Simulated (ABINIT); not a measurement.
## A GW chain in ABINIT: CaO (Lime)

Aim: the G0W0 gap of CaO (Lime) on PBE, step by step.

Main program and level: ABINIT 10.8.3; PBE and many-body steps on it, plane waves.

**1. Starting point**

It takes space group Fm-3m (No. 225, cubic). Conventional cell: a = 4.813 Å, b = 4.813 Å, c = 4.813 Å, α = 90.00°, β = 90.00°, γ = 90.00°. Nearest to Ca lie 6 O at 2.41 Å. O has 6 Ca at 2.41 Å nearest. Farther neighbours and most contacts between anions are not listed.

The cell and positions come from the Crystallography Open Database and are kept as given unless a step says otherwise.

**2. Ground state**

This step: ABINIT 10.8.3; DFT, PBE, plane waves, norm-conserving pseudopotentials.

The ground-state density comes first.

run.abi reads:

```
acell 3*1.0 Angstrom
rprim 
  -0.000000000000 2.406500000000 2.406500000000
  2.406500000000 -0.000000000000 2.406500000000
  2.406500000000 2.406500000000 -0.000000000000
ntypat 2
znucl 20 8
natom 2
typat 1 2
xred 
  0.000000000000 0.000000000000 0.000000000000
  0.500000000000 0.500000000000 0.500000000000
pp_dirpath "pseudos"
pseudos "Ca.upf, O.upf"
ecut 36
ngkpt 8 8 8
nshiftk 1
shiftk 0 0 0
kptopt 1
chksymbreak 0
nband 13
occopt 1
tolvrs 1e-10
nstep 60
prtwf 0
optforces 0
optstress 0
indata_prefix "in"
outdata_prefix "out"
tmpdata_prefix "tmp"
```

Run with:

```bash
$ OMP_NUM_THREADS=1 mpirun -n 4 abinit run.abi > log
```

Numbers of over 12 decimals in the logs are rounded to 6 here.

The program printed:

```text
.Version 10.8.3 of ABINIT. v10.8.2 released Aug 2026.

 Symmetries : space group Fm -3 m (#225); Bravais cF (face-center cubic)
================================================================================
 Values of the parameters that define the memory need of the present run
     intxc =       0    ionmov =       0      iscf =       7    lmnmax =       6
     lnmax =       6     mgfft =      36  mpssoang =       3    mqgrid =    3001
     natom =       2  nloc_mem =       1    nspden =       1   nspinor =       1
    nsppol =       1      nsym =      48    n1xccc =    2501    ntypat =       2
    occopt =       1   xclevel =       2
-    mband =          13        mffmem =           1         mkmem =           8
       mpw =        1964          nfft =       46656          nkpt =          29
================================================================================
  Rough estimation (10% accuracy) of disk space for files :
================================================================================

--------------------------------------------------------------------------------
------------- Echo of variables that govern the present computation ------------
--------------------------------------------------------------------------------
 -outvars: echo values of preprocessed input variables --------
            acell      1.8897261259E+00  1.8897261259E+00  1.8897261259E+00 Bohr

      chksymbreak           0
             ecut      3.60000000E+01 Hartree
-          fftalg         312

              ixc     -101130
              kpt      0.00000000E+00  0.00000000E+00  0.00000000E+00
                       1.25000000E-01  0.00000000E+00  0.00000000E+00
                       2.50000000E-01  0.00000000E+00  0.00000000E+00
                       3.75000000E-01  0.00000000E+00  0.00000000E+00
                       5.00000000E-01  0.00000000E+00  0.00000000E+00
                       1.25000000E-01  1.25000000E-01  0.00000000E+00
                       2.50000000E-01  1.25000000E-01  0.00000000E+00
                       3.75000000E-01  1.25000000E-01  0.00000000E+00
                       5.00000000E-01  1.25000000E-01  0.00000000E+00
   [... 18 further rows ...]
                      -3.75000000E-01  5.00000000E-01  1.25000000E-01
                      -2.50000000E-01  5.00000000E-01  2.50000000E-01
         kptrlatt        8    0    0      0    8    0      0    0    8
          kptrlen      5.14505140E+01
P           mkmem           8
            natom           2
            nband          13
            ngfft          36      36      36
             nkpt          29
            nstep          60
             nsym          48
           ntypat           2
              occ      2.000000  2.000000  2.000000  2.000000  2.000000  2.000000
                       2.000000  2.000000  0.000000  0.000000  0.000000  0.000000
                       0.000000
        optforces           0
        optstress           0
            prtwf           0
            rprim     -0.0000000000E+00  2.4065000000E+00  2.4065000000E+00
[...]
spgroup         225

           tolvrs      1.00000000E-10

             xred      0.0000000000E+00  0.0000000000E+00  0.0000000000E+00
[...]
znucl       20.00000    8.00000

================================================================================

 chkinp: Checking input parameters for consistency.

================================================================================
== DATASET  1 ==================================================================
-   mpi_nproc: 4, omp_nthreads: 1 (-1 if OMP is not activated)

--- !DatasetInfo
iteration_state: {dtset: 1, }
dimensions: {natom: 2, nkpt: 29, mband: 13, nsppol: 1, nspinor: 1, nspden: 1, mpw: 1964, }
cutoff_energies: {ecut:  36.0, pawecutdg:  -1.0, }
electrons: {nelect:   1.60000000E+01, charge:   0.00000000E+00, occopt:   1.00000000E+00, tsmear:   1.00000000E-02, }

 Real(R)+Recip(G) space primitive vectors, cartesian coordinates (Bohr,Bohr^-1):
 R(1)=  0.0000000  4.5476259  4.5476259  G(1)= -0.1099475  0.1099475  0.1099475
 R(2)=  4.5476259  0.0000000  4.5476259  G(2)=  0.1099475 -0.1099475  0.1099475
 R(3)=  4.5476259  4.5476259  0.0000000  G(3)=  0.1099475  0.1099475 -0.1099475
 Unit cell volume ucvol=  1.8809801E+02 bohr^3
 Angles (23,13,12)=  6.00000000E+01  6.00000000E+01  6.00000000E+01 degrees

 getcut: wavevector=  0.0000  0.0000  0.0000  ngfft=  36  36  36
         ecut(hartree)=     36.000   => boxcut(ratio)=   2.07246

--- Pseudopotential description ------------------------------------------------
- Ca Generated using ONCVPSP code by D. R. Hamann
- 20.00000  10.00000  171031                  znucl, zion, pspdat
12 -101130 2 -1 1766                          pspcod,pspxc,lmax,lloc,mmax
     nproj     2     2     2
  pspatm : epsatm=   12.33471919
         --- l  ekb(1:nproj) -->
[...]
pspatm: atomic psp has been read  and splines computed

- O Generated using ONCVPSP code by D. R. Hamann
-  8.00000   6.00000  171031                  znucl, zion, pspdat
12 -101130 2 -1 936                           pspcod,pspxc,lmax,lloc,mmax
     nproj     2     2     1
  pspatm : epsatm=    6.19545534
         --- l  ekb(1:nproj) -->
[...]
1   -4.717130   -1.149271
             2   -1.331955
 pspatm: atomic psp has been read  and splines computed

   2.96482793E+02                                ecore*ucvol(ha*bohr**3)
--------------------------------------------------------------------------------

_setup2: Arith. and geom. avg. npw (full set) are    1940.436    1940.412

================================================================================

--- !BeginCycle
iteration_state: {dtset: 1, }
solver: {iscf: 7, nstep: 60, nline: 4, wfoptalg: 0, }
tolerances: {tolvrs: 1.00E-10, }

     iter   Etot(hartree)      deltaE(h)  residm     vres2
 ETOT  1  -55.233271494428    -5.523E+01 1.514E-01 5.754E+02
 ETOT  2  -55.004690637663     2.286E-01 5.139E-02 1.430E+03
 ETOT  3  -55.380443762184    -3.758E-01 1.474E-02 2.430E+01
 ETOT  4  -55.386725259412    -6.281E-03 4.894E-03 1.142E+00
 ETOT  5  -55.386742926157    -1.767E-05 3.231E-03 6.128E-01
 ETOT  6  -55.386904093586    -1.612E-04 1.541E-03 1.632E-02
 ETOT  7  -55.386908013823    -3.920E-06 1.937E-03 2.791E-04
 ETOT  8  -55.386908058107    -4.428E-08 1.246E-03 3.790E-06
 ETOT  9  -55.386908058757    -6.498E-10 2.295E-03 1.125E-06
 ETOT 10  -55.386908059092    -3.359E-10 1.205E-03 1.054E-09
 ETOT 11  -55.386908059093    -9.663E-13 1.935E-03 9.254E-11

 At SCF step   11       vres2   =  9.25E-11 < tolvrs=  1.00E-10 =>converged.

--- !ResultsGS
iteration_state: {dtset: 1, }
comment   : Summary of ground state results
lattice_vectors:
- [ -0.0000000,   4.5476259,   4.5476259, ]
- [  4.5476259,  -0.0000000,   4.5476259, ]
- [  4.5476259,   4.5476259,  -0.0000000, ]
lattice_lengths: [   6.43131,    6.43131,    6.43131, ]
lattice_angles: [ 60.000,  60.000,  60.000, ] # degrees, (23, 13, 12)
lattice_volume:   1.8809801E+02
convergence: {deltae: -9.663E-13, res2:  9.254E-11, residm:  1.935E-03, diffor:  0.000E+00, }
etotal    :  -5.53869081E+01
entropy   :   0.00000000E+00
fermie    :   1.86115127E-01
cartesian_stress_tensor: null
pressure_GPa: null
xred      :
- [  0.0000E+00,   0.0000E+00,   0.0000E+00, Ca]
- [  5.0000E-01,   5.0000E-01,   5.0000E-01,  O]
cartesian_forces: null
force_length_stats: {min: null, max: null, mean: null, }

 Integrated electronic density in atomic spheres:
 ------------------------------------------------
 Atom  Sphere_radius  Integrated_density
    1        2.00000          7.65233652
    2        2.00000          6.16580487
================================================================================

 ----iterations are completed or convergence reached----

 Mean square residual over all n,k,spin=   67.419E-07; max=  19.352E-04
 reduced coordinates (array xred) for    2 atoms
       0.000000000000      0.000000000000      0.000000000000
       0.500000000000      0.500000000000      0.500000000000
 rms dE/dt=  0.0000E+00; max dE/dt=  0.0000E+00; dE/dt below (all hartree)
    1       0.000000000000      0.000000000000      0.000000000000
    2       0.000000000000      0.000000000000      0.000000000000

 cartesian coordinates (angstrom) at end:
    1      0.000000     0.000000     0.000000
    2      2.406500     2.406500     2.406500
 length scales=  1.889726125908  1.889726125908  1.889726125908 bohr
              =  1.000000000000  1.000000000000  1.000000000000 angstroms
 prteigrs : about to open file out_EIG
 Fermi (or HOMO) energy (hartree) =   0.18612   Average Vxc (hartree)=  -0.38719
 Eigenvalues (hartree) for nkpt=  29  k points:
 kpt#   1, nband= 13, wtk=  0.00195, kpt=  0.0000  0.0000  0.0000 (reduced coord)
  -1.19837   -0.49133   -0.49133   -0.49133   -0.38219    0.18612    0.18612    0.18612
   0.35937    0.41497    0.41497    0.41497    0.46974
 prteigrs : prtvol=0 or 1, do not print more k-points.

--- !EnergyTerms
iteration_state     : {dtset: 1, }
comment             : Components of total free energy in Hartree
kinetic             :  2.44522709864430E+01
hartree             :  1.03702406318975E+01
xc                  : -1.16201536039229E+01
Ewald energy        : -4.14671963569245E+01
psp_core            :  1.57621442198582E+00
local_psp           : -3.94509884660685E+01
non_local_psp       :  7.52704327496175E-01
total_energy        : -5.53869080590934E+01
total_energy_eV     : -1.50715454816663E+03
band_energy         : -5.25791741599970E+00

== END DATASET(S) ==============================================================
================================================================================

 -outvars: echo values of variables after computation  --------
           etotal     -5.5386908059E+01
            nband          13
             nkpt          29
          spgroup         225
 [... the other variables as echoed above ...]

 Calculation completed.
```

Wall time 7.4 s (4 MPI ranks of Arm Neoverse V2, shared host); peak memory 0.27 GiB.

Numbers from this step:

```yaml
total_energy: -1507.1545 eV
gap: 3.662 eV
k_of_the_valence_top: 0, 0, 0
k_of_the_conduction_bottom: 0.5, 0.5, 0
least_direct_gap: 4.037 eV
```

The gap is indirect, with the least direct gap 0.37 eV higher.

(Continued in part 2 of 3.)

[Paths, hosts, dates, memory and timing lines, banners, echoed tables and standing remarks are left out of the program output.]

[Logs are printed without paths, hosts, clocks, repeated set-up lines and the standing remarks that a program may print on its own settings, such as how far it seeks lower states.]

[Runs of the session that timed out or met a known fault of the program may be left out.]

[Hosts, paths, dates, database ids (printed as entryN), source tags and the programs' standing remarks are cut or masked in the printed files.]

[G0W0 gaps are taken among the corrected bands and points alone; a level outside them can change the order at an edge.]

[Where Ansatz stands beside ABINIT at settings called matched, ABINIT's density can come from a denser mesh and the files from another edition; pairs whose starting gaps differed by over 0.03 eV were left out, so agreement reads better than it is.]
